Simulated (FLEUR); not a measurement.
# 1 ML Co on Ru(0001), fcc site, 4 substrate layers: moments or none, part 2 of 2

Aim: find out whether 1 ML Co on Ru(0001), fcc site, 4 substrate layers carries moments when they start parallel, and what they gain.

FLEUR MaX-R8.1; PW91; all-electron FLAPW film, Dirac cores, scalar-relativistic bands.

So far. Step 2 (Start 1: ferro +): After 66 cycles the largest moment stands at 1.82 μB. Step 3 (Run 2 (no spin polarisation)): It lies 240 meV a seeded atom over the first start.

## Step 5: Spin–orbit coupling, moments along z

Level of this step: PW91; all-electron FLAPW film, Dirac cores, scalar-relativistic bands with spin-orbit coupling (FLEUR).

Spin–orbit coupling ties the spins to the lattice and lets orbital moments form.

A new self-consistent run of the start ferro +, with the moments along z.

inp.xml

```
<?xml version="1.0" encoding="UTF-8" standalone="no"?>
<fleurInput fleurInputVersion="0.39">
   <comment>
      CoRu4
   </comment>
   <calculationSetup>
      <cutoffs Kmax="3.96" Gmax="11.9" GmaxXC="11.9" numbands="173"/>
      <scfLoop itmax="120" minDistance="0.00002" maxIterBroyd="15" imix="Anderson" alpha="0.03" precondParam="0.0" spinf="2.0" sdNocoIR="T"/>
      <coreElectrons ctail="T" frcor="F" kcrel="0" coretail_lmax="0"/>
      <xcFunctional name="pw91" relativisticCorrections="F"/>
      <magnetism jspins="2"/>
      <soc l_soc="T" theta="0.0" phi="0.0" spav="F"/>
      <expertModes spex="0" secvar="F"/>
      <geometryOptimization l_f="F" forcealpha="1.0" forcemix="BFGS" epsdisp="0.00001" epsforce="0.00001"/>
      <ldaU l_linMix="F" mixParam="0.05" spinf="1.0"/>
   </calculationSetup>
   <cell>
      <bzIntegration valenceElectrons="73.0" mode="hist" fermiSmearingEnergy="0.00293995">
         <kPointListSelection listName="default-1"/>
         <xi:include xmlns:xi="http://www.w3.org/2001/XInclude" href="kpts.xml"> </xi:include>
      </bzIntegration>
      <xi:include xmlns:xi="http://www.w3.org/2001/XInclude" href="sym.xml"> </xi:include>
      <filmLattice scale="1.0" dVac="21.55" dTilda="24.05">
         <bravaisMatrixFilm>
            <row-1>    5.1132214524806576    -0.0000001170874307</row-1>
            <row-2>   -2.5566106248470737     4.4281797315674236</row-2>
         </bravaisMatrixFilm>
         <vacuumEnergyParameters vacuum="1" spinUp="-.25" spinDown="-.25"/>
         <vacuumEnergyParameters vacuum="2" spinUp="-.25" spinDown="-.25"/>
      </filmLattice>
   </cell>
   <atomSpecies>
      <species name="Ruthenium (Ru)" element="Ru" atomicNumber="44">
         <mtSphere radius="2.34" gridPoints="773" logIncrement="0.016"/>
         <atomicCutoffs lmax="10" lnonsphr="8"/>
         <electronConfig flipSpins="F">
            <coreConfig>(1s1/2) (2s1/2) (2p1/2) (2p3/2) (3s1/2) (3p1/2) (3p3/2) (4s1/2) (3d3/2) (3d5/2)</coreConfig>
            <valenceConfig>(4p1/2) (4p3/2) (5s1/2) (4d3/2) (4d5/2)</valenceConfig>
            <stateOccupation state="(5s1/2)" spinUp="0.500000" spinDown="0.500000"/>
            <stateOccupation state="(4d3/2)" spinUp="1.400000" spinDown="1.400000"/>
            <stateOccupation state="(4d5/2)" spinUp="2.100000" spinDown="2.100000"/>
         </electronConfig>
         <energyParameters s="5" p="5" d="4" f="4"/>
         <lo type="SCLO" l="1" n="4" eDeriv="0"/>
      </species>
      <species name="Cobalt (Co2.000" element="Co" atomicNumber="27">
         <mtSphere radius="2.34" gridPoints="773" logIncrement="0.016"/>
         <atomicCutoffs lmax="10" lnonsphr="8"/>
         <electronConfig flipSpins="F">
            <coreConfig>(1s1/2) (2s1/2) (2p1/2) (2p3/2)</coreConfig>
            <valenceConfig>(3s1/2) (3p1/2) (3p3/2) (4s1/2) (3d3/2) (3d5/2)</valenceConfig>
            <stateOccupation state="(3d3/2)" spinUp="1.5" spinDown="1.3"/>
            <stateOccupation state="(3d5/2)" spinUp="3.0" spinDown="1.2"/>
         </electronConfig>
         <energyParameters s="4" p="4" d="3" f="4"/>
         <lo type="SCLO" l="0" n="3" eDeriv="0"/>
         <lo type="SCLO" l="1" n="3" eDeriv="0"/>
      </species>
   </atomSpecies>
   <atomGroups>
      <atomGroup species="Ruthenium (Ru)">
         <filmPos label="                   1">.0000000000 .0000000000 -8.0359138317</filmPos>
         <force calculate="T" relaxXYZ="TTT"/>
      </atomGroup>
      <atomGroup species="Ruthenium (Ru)">
         <filmPos label="                   2">-1.000/3.000 1.000/3.000 -3.9901010999</filmPos>
         <force calculate="T" relaxXYZ="TTT"/>
      </atomGroup>
      <atomGroup species="Ruthenium (Ru)">
         <filmPos label="                   3">.0000000000 .0000000000 .0557116319</filmPos>
         <force calculate="T" relaxXYZ="TTT"/>
      </atomGroup>
      <atomGroup species="Ruthenium (Ru)">
         <filmPos label="                   4">-1.000/3.000 1.000/3.000 4.1015243637</filmPos>
         <force calculate="T" relaxXYZ="TTT"/>
      </atomGroup>
      <atomGroup species="Cobalt (Co2.000">
         <filmPos label="                   5">1.000/3.000 -1.000/3.000 8.0359138317</filmPos>
         <force calculate="T" relaxXYZ="TTT"/>
      </atomGroup>
   </atomGroups>
   <output dos="F" band="F" slice="F">
      <bandDOS minEnergy="-.5*Htr" maxEnergy="0.5*Htr" sigma="0.015" storeEVData="T"/>
      <plotting iplot="0" polar="F">
         <plot TwoD="T" vec1="  1.0  0.0  0.0" vec2="  0.0  1.0  0.0" vec3="  0.0  0.0  1.0" zero="  0.0  0.0 -0.5" file="plot"/>
      </plotting>
      <moessbauerParams electricFieldGradient="F" isomerShift="F" coreHyperfine="F" valenceHyperfine="F"/>
   </output>
</fleurInput>
```

crystal.txt

```
CoRu4
&input film=T cartesian=F /
2.70580026699  -0.00000006196  0.00000000000
-1.35290007984  2.34329179976  0.00000000000
0.00000000000  0.00000000000  1.00000000000
1.8897261246
1.0 1.0 1.0

5
44 0.00000000000  0.00000000000  -8.03591383172
44 0.66666666667  0.33333333333  -3.99010109990
44 0.00000000000  0.00000000000  0.05571163191
44 0.66666666667  0.33333333333  4.10152436373
27 0.33333333333  0.66666666667  8.03591383172 : 2.000

&soc 0.0000000 0.0000000 /
&kpt div1=12 div2=12 div3=1 gamma=T /
```

On the command line:

```bash
OMP_NUM_THREADS=1 inpgen -f crystal.txt > inpgen.log  # inp.xml is then edited as shown
OMP_NUM_THREADS=1 mpirun -n 8 fleur_MPI > fleur.log
```

Log:

```text
[banner, memory and clock lines left out]
Welcome to FLEUR        (www.flapw.de)
      MaX-Release 8.1          (www.max-centre.eu)

 ========== k-point set info ==========
 Selected k-point list: default-1
 k-point list type: mesh
 0 x 0 x 0
 Number of k points: 56

 [... set-up left out ...]
 Iteration:     1   Distance:      22.67737568 me/bohr^3
 Iteration:     2   Distance:      33.95660271 me/bohr^3
 Iteration:     3   Distance:      45.28799100 me/bohr^3
 Iteration:     4   Distance:      37.61636480 me/bohr^3
 Iteration:     5   Distance:      36.40636347 me/bohr^3
 Iteration:     6   Distance:      12.27299828 me/bohr^3
 Iteration:     7   Distance:      10.30170342 me/bohr^3
 Iteration:     8   Distance:      13.19767790 me/bohr^3
 Iteration:     9   Distance:       8.50096378 me/bohr^3
 Iteration:    10   Distance:      12.64424815 me/bohr^3
[... 47 iterations left out ...]
 Iteration:    58   Distance:       0.00253171 me/bohr^3
 Iteration:    59   Distance:       0.00052735 me/bohr^3
 Iteration:    60   Distance:       0.00028676 me/bohr^3
 Iteration:    61   Distance:       0.00017876 me/bohr^3
 Iteration:    62   Distance:       0.00011933 me/bohr^3
 Iteration:    63   Distance:       0.00014715 me/bohr^3
 Iteration:    64   Distance:       0.00007702 me/bohr^3
 Iteration:    65   Distance:       0.00003360 me/bohr^3
 Iteration:    66   Distance:       0.00008144 me/bohr^3
 Iteration:    67   Distance:       0.00001510 me/bohr^3

 ********************************************************************
 Run finished successfully
 Stop message:
   all done
 ********************************************************************

--- out.xml (last complete iteration) ---
<iteration numberForCurrentRun="   67" overallNumber="   67">
         [... left out ...]
         <bandgap value="0.0147537377" units="eV"/>
         <sumValenceSingleParticleEnergies value="-74.5168040333" units="Htr"/>
         <FermiEnergy value="-0.1730494266" units="Htr"/>
         [... left out ...]
         <magneticMomentsInMTSpheres units="muBohr">
            <globalMagMoment atomType="1" vec="0.00000   0.00000   0.08353"/>
            <globalMagMoment atomType="2" vec="0.00000   0.00000   0.02196"/>
            <globalMagMoment atomType="3" vec="0.00000   0.00000  -0.07655"/>
            <globalMagMoment atomType="4" vec="0.00000   0.00000   0.18394"/>
            <globalMagMoment atomType="5" vec="0.00000   0.00000   1.81868"/>
         </magneticMomentsInMTSpheres>
         <orbitalMomentsInMTSpheres units="muBohr">
            <globalMagMoment atomType="1" vec="0.00000   0.00000   0.00142"/>
            <globalMagMoment atomType="2" vec="0.00000   0.00000   0.00060"/>
            <globalMagMoment atomType="3" vec="0.00000   0.00000  -0.00132"/>
            <globalMagMoment atomType="4" vec="0.00000   0.00000   0.00021"/>
            <globalMagMoment atomType="5" vec="0.00000   0.00000   0.12507"/>
         </orbitalMomentsInMTSpheres>
         [... left out ...]
         <totalEnergy value="   -19524.2313137752" units="Htr">
            <sumOfEigenvalues value="   -11722.0387085861">
               <coreElectrons value="-11647.5219045529"/>
               <valenceElectrons value="-74.5168040333"/>
            </sumOfEigenvalues>
         [... left out ...]
            <freeEnergy value="-19524.2359105716"/>
            <extrapolationTo0K value="-19524.2336121734"/>
         </totalEnergy>
         <densityConvergence units="me/bohr^3">
            <chargeDensity spin="1" distance="0.0000054273"/>
            <chargeDensity spin="2" distance="0.0000112123"/>
            <overallChargeDensity distance="0.0000150970"/>
            <spinDensity distance="0.0000090786"/>
         </densityConvergence>
      </iteration>
```

Wall time 13 min (8 MPI ranks of Intel Xeon Platinum 8488C (Sapphire Rapids), shared host); peak memory 1.6 GiB.

Spin moment in the muffin-tin sphere by atom:

```
atom  spin moment in the muffin-tin sphere (μB)
 Ru1                                       0.08
 Ru2                                       0.02
 Ru3                                      -0.08
 Ru4                                       0.18
 Co5                                       1.82
```

Read from the output:

- free energy: -531281.5245 eV
- program's band gap on this mesh (in a metal only a level spacing): 0.01475 eV
- magnetization: 1.980 μB
- final state: ferromagnetic, with opposed induced moments
- orbital moment along the spin: 0.1251 μB

Orbital moment in the sphere, along the spin axis by atom:

```
atom  orbital moment in the sphere, along the spin axis (μB)
 Ru1                                                   0.001
 Ru2                                                   0.001
 Ru3                                                  -0.001
 Ru4                                                   0.000
 Co5                                                   0.125
```

## Step 6: Results

* lower run: with moments
* largest site spin moment: 1.82 μB
* energy gained by spin polarisation: 240 meV a seeded atom
* orbital moment on the atom of largest spin, along its spin (spin–orbit run): 0.125 μB

The crystal holds moments, up to 1.82 μB, and the spinless run lies 240 meV a seeded atom higher. The orbital moment is parallel to the spin, as Hund's third rule has it for a shell over half filled. No antiferromagnetic order was tried, so the session says nothing on how the moments order. Core electrons leak out of the spheres (0.023 e), which costs some accuracy. A substrate of 4 unrelaxed layers is a model; thickness and relaxation can move these numbers.

[Logs and program files are shortened in this print: banners, set-up blocks, solver, clock and traceback lines can be left out without a mark of their own.]

[Logs are printed without paths, hosts, clocks, repeated set-up lines and the standing remarks that a program may print on its own settings, such as how far it seeks lower states.]

[Hosts, paths, dates, database ids (printed as entryN), source tags and the programs' standing remarks are cut or masked in the printed files.]

[Where a cell is said to come from a database of computed structures, the database is the Materials Project.]
